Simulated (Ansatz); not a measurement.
# From LDA to G0W0: Ba2ClF3 (P-3m1)

How far does one-shot GW move the LDA gap of Ba2ClF3 (P-3m1)?

Main program and level: Ansatz 0.2.0; LDA, then G0W0 on it, plane waves, PAW.

This is a report of a sequence of runs, with most program output left out.

In doubt: masses and optical values from hybrid runs of this build are listed as unsure (in some of the runs), which bears on the screening that GW takes from such a start.

## (1) The starting structure

It takes space group P-3m1 (No. 164, trigonal). The conventional cell has a = 4.498 Å, b = 4.498 Å, c = 7.501 Å, α = 90.00°, β = 90.00°, γ = 120.00°. Nearest to Ba lie 7 F at 2.61 to 3.00 Å and 3 Cl at 3.43 Å. Nearest to Cl lie 6 Ba at 3.43 Å. Nearest to F lie 6 F at 2.87 Å and 6 Ba at 3.00 Å. F has 4 Ba at 2.61 to 2.74 Å nearest. Farther neighbours and most contacts between anions are not listed.

The cell and positions are those that the Materials Project relaxed with its own functionals (PBE, PBE+U or r2SCAN), kept fixed. At the settings of the band run the largest force is still 0.35 eV/Å. Spin-orbit coupling is left out unless a step names it. The default PAW set here is soft_2. Its files were made with PBE.

## (2) Bands along the symmetry lines

Levels along a band path and on the mesh show where this functional puts the band edges.

This step: DFT, LDA, plane waves, PAW.

Contents of input.yaml:

```yaml
crystal:
  lattice:
    - [4.4976579259, 0.0, 0.0]
    - [-2.248828963, 3.8950860214, 0.0]
    - [0.0, 0.0, 7.500756]
  atoms:
    - { symbol: Ba, position: [0.66666667, 0.33333333, 0.201239] }
    - { symbol: Ba, position: [0.33333333, 0.66666667, 0.798761] }
    - { symbol: Cl, position: [0.0, 0.0, 0.5] }
    - { symbol: F, position: [0.0, 0.0, 0.0] }
    - { symbol: F, position: [0.66666667, 0.33333333, 0.835733] }
    - { symbol: F, position: [0.33333333, 0.66666667, 0.164267] }
kpoints:
  mp_grid: { grid: [6, 6, 4] }
  band_path:
    path:
      - [[0.0, 0.0, 0.0], [0.5, 0.0, 0.0], [0.33333333, 0.33333333, 0.0], [0.0, 0.0, 0.0], [0.0, 0.0, 0.5], [0.5, 0.0, 0.5], [0.33333333, 0.33333333, 0.5], [0.0, 0.0, 0.5]]
      - [[0.5, 0.0, 0.5], [0.5, 0.0, 0.0]]
      - [[0.33333333, 0.33333333, 0.5], [0.33333333, 0.33333333, 0.0]]
    npoints: 10
hamiltonian:
  xc: lda
scf:
  occupations: { method: fermi_dirac, width: 0.02 }
  n_extra_bands: 6
output:
  eigenvalues: true
  forces: true
  stress: true
  write_density: true
  write_potential: true
  elf: true
  volumetric_format: npy
```

Launch:

```
ansatz run input.yaml --threads 8 --pin off --max-ram 18432MiB --backend cpu --events-out ev --progress --plain --runs-dir out
```

Wall time 8.1 s (8 threads of Arm Neoverse N1, shared host); peak memory 0.56 GiB.

This step gave:

```yaml
pressure: -6.141 GPa
filled_bands: 24
gap: 5.412 eV
valence_top_at: Γ
conduction_bottom_at: Γ
least_direct_gap: 5.412 eV
```

Over mesh and path the gap is 5.412 eV, direct, at k = Γ. The pressure in this cell is -6 GPa; the cell is kept.

Electronic bands along the path, in eV, zero at the top of the highest nominally filled band:

| point | band 21 | band 22 | band 23 | band 24 | band 25 | band 26 | band 27 | band 28 |
| --- | --- | --- | --- | --- | --- | --- | --- | --- |
| Γ | -0.43 | -0.03 | -0.03 | 0.00 | 5.41 | 6.89 | 7.07 | 7.07 |
| halfway | -0.50 | -0.44 | -0.15 | -0.11 | 6.28 | 7.16 | 7.47 | 7.49 |
| M | -0.56 | -0.34 | -0.31 | -0.22 | 6.37 | 6.93 | 7.89 | 7.92 |
| halfway | -0.50 | -0.36 | -0.34 | -0.24 | 6.63 | 6.79 | 7.72 | 7.76 |
| K | -0.57 | -0.35 | -0.35 | -0.27 | 6.59 | 7.15 | 7.47 | 7.47 |
| halfway | -0.47 | -0.44 | -0.21 | -0.12 | 6.49 | 7.27 | 7.33 | 7.58 |
| Γ | -0.43 | -0.03 | -0.03 | 0.00 | 5.41 | 6.89 | 7.07 | 7.07 |
| halfway | -0.37 | -0.20 | -0.06 | -0.06 | 5.74 | 7.08 | 7.30 | 7.30 |
| A | -0.29 | -0.29 | -0.12 | -0.12 | 6.15 | 7.47 | 7.80 | 7.86 |
| halfway | -0.41 | -0.29 | -0.24 | -0.21 | 6.56 | 7.40 | 7.54 | 7.80 |
| L | -0.48 | -0.47 | -0.38 | -0.35 | 6.81 | 7.40 | 7.45 | 7.52 |
| halfway | -0.48 | -0.42 | -0.37 | -0.35 | 7.13 | 7.31 | 7.61 | 7.62 |
| H | -0.41 | -0.41 | -0.34 | -0.34 | 7.25 | 7.67 | 7.70 | 7.70 |
| halfway | -0.40 | -0.30 | -0.29 | -0.26 | 6.72 | 7.26 | 7.45 | 8.03 |
| A | -0.29 | -0.29 | -0.12 | -0.12 | 6.15 | 7.47 | 7.80 | 7.86 |
| jump to L | -0.48 | -0.47 | -0.38 | -0.35 | 6.81 | 7.40 | 7.45 | 7.52 |
| halfway | -0.54 | -0.37 | -0.33 | -0.29 | 6.56 | 7.09 | 7.60 | 7.70 |
| M | -0.56 | -0.34 | -0.31 | -0.22 | 6.37 | 6.93 | 7.89 | 7.92 |
| jump to H | -0.41 | -0.41 | -0.34 | -0.34 | 7.25 | 7.67 | 7.70 | 7.70 |
| halfway | -0.49 | -0.35 | -0.35 | -0.35 | 6.86 | 7.31 | 7.60 | 7.60 |
| K | -0.57 | -0.35 | -0.35 | -0.27 | 6.59 | 7.15 | 7.47 | 7.47 |

ELF in the ac plane at fractional y = 0.000, with atoms of Cl and F within 0.2 Å of it. It is the smooth field of the valence electrons, not physical close to the nuclei.

Values, 23 rows by 14 columns, each cell a mean:
```
0.67 0.78 0.75 0.39 0.08 0.02 0.02 0.02 0.02 0.03 0.15 0.58 0.79 0.74
0.79 0.77 0.60 0.20 0.04 0.03 0.05 0.05 0.04 0.03 0.06 0.37 0.69 0.79
0.65 0.56 0.30 0.06 0.03 0.06 0.08 0.09 0.08 0.05 0.03 0.13 0.42 0.61
0.24 0.17 0.06 0.03 0.05 0.10 0.15 0.16 0.13 0.08 0.04 0.03 0.10 0.21
0.04 0.03 0.02 0.03 0.06 0.13 0.19 0.20 0.17 0.10 0.04 0.02 0.02 0.03
0.05 0.04 0.02 0.02 0.06 0.13 0.19 0.20 0.17 0.10 0.04 0.02 0.03 0.04
0.39 0.32 0.16 0.05 0.04 0.07 0.12 0.14 0.11 0.05 0.03 0.08 0.22 0.36
0.73 0.68 0.52 0.21 0.06 0.03 0.05 0.06 0.04 0.03 0.09 0.34 0.60 0.71
0.86 0.84 0.79 0.56 0.22 0.04 0.02 0.02 0.02 0.09 0.33 0.69 0.82 0.85
0.80 0.85 0.86 0.76 0.50 0.15 0.02 0.01 0.05 0.27 0.62 0.82 0.86 0.83
0.48 0.73 0.86 0.82 0.64 0.28 0.04 0.02 0.09 0.43 0.73 0.85 0.84 0.63
0.33 0.67 0.86 0.83 0.66 0.31 0.05 0.02 0.11 0.47 0.74 0.86 0.82 0.54
0.72 0.82 0.86 0.79 0.57 0.20 0.03 0.01 0.06 0.34 0.67 0.84 0.86 0.78
0.86 0.86 0.83 0.67 0.34 0.07 0.02 0.01 0.03 0.15 0.47 0.76 0.85 0.86
0.81 0.78 0.66 0.34 0.10 0.03 0.03 0.04 0.03 0.04 0.16 0.50 0.72 0.80
0.55 0.47 0.28 0.08 0.04 0.05 0.10 0.11 0.08 0.04 0.04 0.15 0.36 0.51
0.15 0.11 0.05 0.03 0.05 0.11 0.17 0.18 0.15 0.08 0.03 0.03 0.07 0.13
0.02 0.02 0.01 0.02 0.06 0.13 0.19 0.21 0.18 0.11 0.05 0.02 0.02 0.02
0.14 0.09 0.04 0.02 0.06 0.12 0.16 0.18 0.15 0.09 0.04 0.02 0.06 0.11
0.49 0.38 0.17 0.04 0.04 0.08 0.11 0.12 0.10 0.06 0.03 0.07 0.26 0.44
0.77 0.72 0.50 0.13 0.03 0.04 0.06 0.06 0.05 0.04 0.04 0.27 0.61 0.75
0.74 0.79 0.71 0.32 0.06 0.02 0.03 0.03 0.03 0.03 0.11 0.52 0.76 0.78
0.51 0.74 0.78 0.45 0.10 0.02 0.01 0.01 0.01 0.03 0.19 0.63 0.79 0.66
```
Columns run along a (4.5 Å), rows up along c (7.5 Å). Atoms in or near the plane, at fractional coordinates: Cl at (0.00, 0.50), F at (0.00, 0.00).

Electrostatic potential energy in the ac plane at fractional y = 0.000, with atoms of Cl and F within 0.2 Å of it. With pseudopotentials it is smooth inside the atoms' cores, unlike the true potential.

Ten even steps from '0' (-36 eV) to '9' (11 eV), each cell a mean:
```
02899999999951
47999999999996
99999988899999
99999888889999
99999888889999
99999888889999
99999988899999
99999999999999
67999999999987
12699999999851
00489999999720
00389999999710
01599999999830
46899999999975
89999999999999
99999988999999
99999888899999
99999888889999
99999888889999
99999888899999
79999998999998
13899999999972
01799999999940
```
Columns run along a (4.5 Å; values clipped at the 3rd and 97th percentile), rows up along c (7.5 Å). Atoms in or near the plane, at fractional coordinates: Cl at (0.00, 0.50), F at (0.00, 0.00).

## (3) G0W0 on the 6×6×2 mesh

G0W0 replaces the xc potential by a self-energy built once from the orbitals of the start. Levels are corrected in the window of bands that the input names, at points of the mesh.

This step: G0W0 on LDA, plane waves, PAW.

input.yaml, the sections that differ from step 2:

```yaml
kpoints:
  mp_grid: { grid: [6, 6, 2] }
scf:
  occupations: { method: fixed }
gw:
  n_empty_bands: 344
  ecut_chi: 110.0
  qp_bands: [v2, c2]
  qp_kpoints: band_edges
  screening: { model: contour_deformation }
# crystal, hamiltonian: as in step 2
# output: removed
```

Wall time 6.6 min (8 threads); peak memory 2.2 GiB.

This step gave:

| Quantity | Value |
| --- | --- |
| bands summed | 368 |
| RPA ε∞ on this mesh (eigenvalues) | 2.623, 2.679, 2.679 |
| plane waves in the screening matrix | 337 |
| q-points in the mesh | 72 |
| G0W0 gap over the corrected points | 8.110 eV |
| k of the valence top | 0, 0, 0 |
| k of the conduction bottom | 0, 0, 0 |
| starting gap on the mesh | 5.412 eV |
| Z at the valence top | 0.7788 |
| Z at the conduction bottom | 0.8607 |
| least direct G0W0 gap over the corrected points | 8.110 eV |

Over all 14 irreducible mesh points the G0W0 gap is 8.110 eV, direct, at k = Γ. The LDA gap of this run on the mesh is 5.412 eV. The two states that bound the G0W0 gap lie that far apart at the start, so the correction of the gap is 8.110 − 5.412 = +2.698 eV. The start of this run differs from the step before in mesh (6×6×4 and 6×6×2).

Labels follow the order of the start: v1 is the top filled band, c1 the lowest empty one; levels that stay degenerate share a row, the window can cut a multiplet, doubted levels are not marked in this list, bands outside the window were not corrected, and the list may be a part of the corrected levels. The levels before and after the correction (eV, zero at the valence-band top of each column):

|  | conduction bottom | valence top |
| --- | --- | --- |
| Kohn-Sham | 5.41 | 0.00 |
| G0W0 | 8.11 | 0.00 |

|  | level | occupation | energy (eV) |
| --- | --- | --- | --- |
| Kohn-Sham | Γ v2 | 2 | -0.026 |
| Kohn-Sham | Γ v1 | 2 | 0.000 |
| Kohn-Sham | Γ c1 | 0 | 5.412 |
| Kohn-Sham | Γ c2 | 0 | 6.894 |
| G0W0 | Γ v2 | 2 | -0.022 |
| G0W0 | Γ v1 | 2 | 0.000 |
| G0W0 | Γ c1 | 0 | 8.110 |
| G0W0 | Γ c2 | 0 | 9.901 |

The parts of the quasiparticle energy for the two states that bound the G0W0 gap, in eV on the run's own scale (QP = start + Σx + Σc − Vxc, with Σc at the quasiparticle energy):

| edge | k | band | start | Σx | Σc | Vxc | Z | QP |
| --- | --- | --- | --- | --- | --- | --- | --- | --- |
| valence top | Γ | 24 | 3.564 | −25.035 | 3.995 | −19.532 | 0.779 | 2.056 |
| conduction bottom | Γ | 25 | 8.976 | −5.011 | −3.436 | −9.636 | 0.861 | 10.166 |

## (4) Spin-orbit coupling

This run has two-component orbitals with spin-orbit coupling.

This step: DFT, LDA with spin-orbit coupling, plane waves, PAW.

input.yaml, the sections that differ from step 3:

```yaml
kpoints:
  mp_grid: { grid: [6, 6, 4] }
  band_path:
    path:
      - [0.0, 0.0, 0.0]
      - [0.5, 0.0, 0.0]
      - [0.33333333, 0.33333333, 0.0]
      - [0.0, 0.0, 0.5]
      - [0.5, 0.0, 0.5]
      - [0.33333333, 0.33333333, 0.5]
    npoints: 1
scf:
  occupations: { method: fixed }
  n_extra_bands: 12
magnetization:
  noncollinear: true
  spin_orbit: true
output:
  eigenvalues: true
  forces: true
  stress: true
# crystal, hamiltonian: as in step 3
# gw: removed
```

Run time: 22 s. Hardware: 8 threads; peak memory 1.3 GiB.

This step gave:

```yaml
pressure: -6.144 GPa
gap: 5.370 eV
valence_top_at: Γ
conduction_bottom_at: Γ
least_direct_gap: 5.370 eV
```

Over mesh and listed points the gap is 5.370 eV, direct, at k = Γ. The pressure in this cell is -6 GPa; the cell is kept. LDA+SOC against LDA: 5.370 − 5.412 = −0.042 eV, with the same mesh, set of files (read in its fully relativistic form for the spin-orbit run) and cutoff, and both edges at the same k points. The spin-orbit run sees mesh and listed points alone, so its gap is an upper bound: the coupling can move an edge off these points, and the change over the zone, its sign included where it is small, is not known.

## (5) The runs together

Each gap is the least one over the points named; times are wall times on shared hosts, not benchmarks. A G0W0 time includes the run's own self-consistent start. Runs with listed points see these and the mesh alone, so an edge that moves elsewhere is missed. Rows marked * are further runs, not shown as steps, whose inputs differ from the G0W0 step on the same start in the columns given; solver thresholds can differ too.

| level | mesh | files, cutoff | bands summed, screening | points | gap (eV) | valence top | conduction bottom | least direct gap (eV) | time |
| --- | --- | --- | --- | --- | --- | --- | --- | --- | --- |
| LDA | 6×6×4 | soft_2 PAW, 420 eV | - | mesh and path | 5.412 | Γ | Γ | 5.412 | 8.1 s |
| LDA+SOC | 6×6×4 | soft_2 PAW, 420 eV | - | mesh and listed points | 5.370 | Γ | Γ | 5.370 | 22 s |
| G0W0@LDA* | 6×6×2 | soft_2 PAW, 420 eV | 80, 33 eV | all 14 irreducible mesh points | 8.219 | (0.000, 0.000, -0.500) | Γ | 8.413 | 44 s |
| G0W0@LDA* | 6×6×2 | soft_2 PAW, 420 eV | 183, 66 eV | all 14 irreducible mesh points | 8.057 | Γ | Γ | 8.057 | 97 s |
| G0W0@LDA | 6×6×2 | soft_2 PAW, 420 eV | 368, 110 eV | all 14 irreducible mesh points | 8.110 | Γ | Γ | 8.110 | 6.6 min |
| G0W0@LDA* | 3×3×2 | soft_2 PAW, 420 eV | 183, 66 eV | all 6 irreducible mesh points | 8.059 | Γ | Γ | 8.059 | 14 s |
| G0W0@LDA* | 6×6×2 | soft_2 PAW, 420 eV | 368, 110 eV, plasmon pole | all 14 irreducible mesh points | 8.110 | Γ | Γ | 8.110 | 5.2 min |

## (6) What came out

* LDA gap over mesh and path: 5.412 eV, direct, at k = Γ
* G0W0@LDA gap over all 14 irreducible mesh points: 8.110 eV, direct, at k = Γ
* LDA+SOC gap over mesh and listed points: 5.370 eV
* GW settings: 6×6×2 mesh, 344 empty bands, screening to 110 eV
* known limits: finite bands, screening cutoff and k mesh; no spin-orbit coupling in G0W0; screening cutoff under 40 eV in some runs

Over all 14 irreducible mesh points the G0W0 gap is 8.110 eV, direct, at k = Γ. The LDA gap of this run on the mesh is 5.412 eV. The two states that bound the G0W0 gap lie that far apart at the start, so the correction of the gap is 8.110 − 5.412 = +2.698 eV. The valence state moves by 2.056 − 3.564 = −1.508 eV and the conduction state by 10.166 − 8.976 = +1.190 eV, on the run's own scale; how far single levels stand from their limit in bands is not shown. Both edges that LDA shows over mesh and path lie at k points where levels were corrected. Levels at other points were not corrected, so a lower G0W0 gap elsewhere in the zone is not ruled out. From 80 bands and 33 eV to 368 bands and 110 eV the gap moves by 8.110 − 8.219 = −0.109 eV (rung by rung 8.219, 8.057, 8.110 eV); bands and screening cutoff rise together, so their parts are not told apart. The states that bound the gap change along the series, so no limit is drawn and it is not known. With the 3×3×2 mesh in place of the 6×6×2 mesh and all else as in the G0W0@LDA row with 183 bands, the gap differs by 8.059 − 8.057 = +0.002 eV, and that of the start by 5.411 − 5.412 = −0.001 eV. With the plasmon pole model in place of the contour deformation model and all else as in the G0W0@LDA row with 368 bands, the gap differs by 8.110 − 8.110 = +0.000 eV. G0W0 on other starts in this series, not shown as steps and not all at these settings: 8.484 eV on r2SCAN (6×6×2, soft_2 PAW, 368 bands, 110 eV) and 8.934 eV on HSE06 (6×6×2, soft_2 PAW, 368 bands, 110 eV). LDA+SOC against LDA: 5.370 − 5.412 = −0.042 eV, with the same mesh, set of files (read in its fully relativistic form for the spin-orbit run) and cutoff, and both edges at the same k points. The spin-orbit run sees mesh and listed points alone, so its gap is an upper bound: the coupling can move an edge off these points, and the change over the zone, its sign included where it is small, is not known. What spin-orbit coupling does to the G0W0 levels was not computed, so no sum with the G0W0 gap is formed. The G0W0 runs are scalar-relativistic. G0W0@LDA runs of this series with other atomic data on the same mesh, not shown as steps, give 8.177 eV (hard PAW, 1050 eV, 534 bands, screening to 143 eV); where bands and cutoffs differ too, the part of the files is not isolated. A screening cutoff under 40 eV is crude: G0W0@LDA with 80 bands at 33 eV.

[Paths, hosts, dates, memory and timing lines, banners, echoed tables and standing remarks are left out of the program output.]

[Logs are printed without paths, hosts, clocks, repeated set-up lines and the standing remarks that a program may print on its own settings, such as how far it seeks lower states.]

[Runs of the session that timed out or met a known fault of the program may be left out.]

[Cells called generated may have been cut or substituted from an entry of the Crystallography Open Database or the Materials Project.]

[Hosts, paths, dates, database ids (printed as entryN), source tags and the programs' standing remarks are cut or masked in the printed files.]

[Where an RPA ε∞ is given, it is that of the G0W0 mesh and is not shown converged in it. Names of k-points follow the symmetry that the program found, which can be lower than the space group named. Band edges on a path are those of the sampled points; other points can move an edge, and change direct to indirect where valleys lie close.]

[Hybrid gaps are those of their k-mesh and are not shown converged in it.]
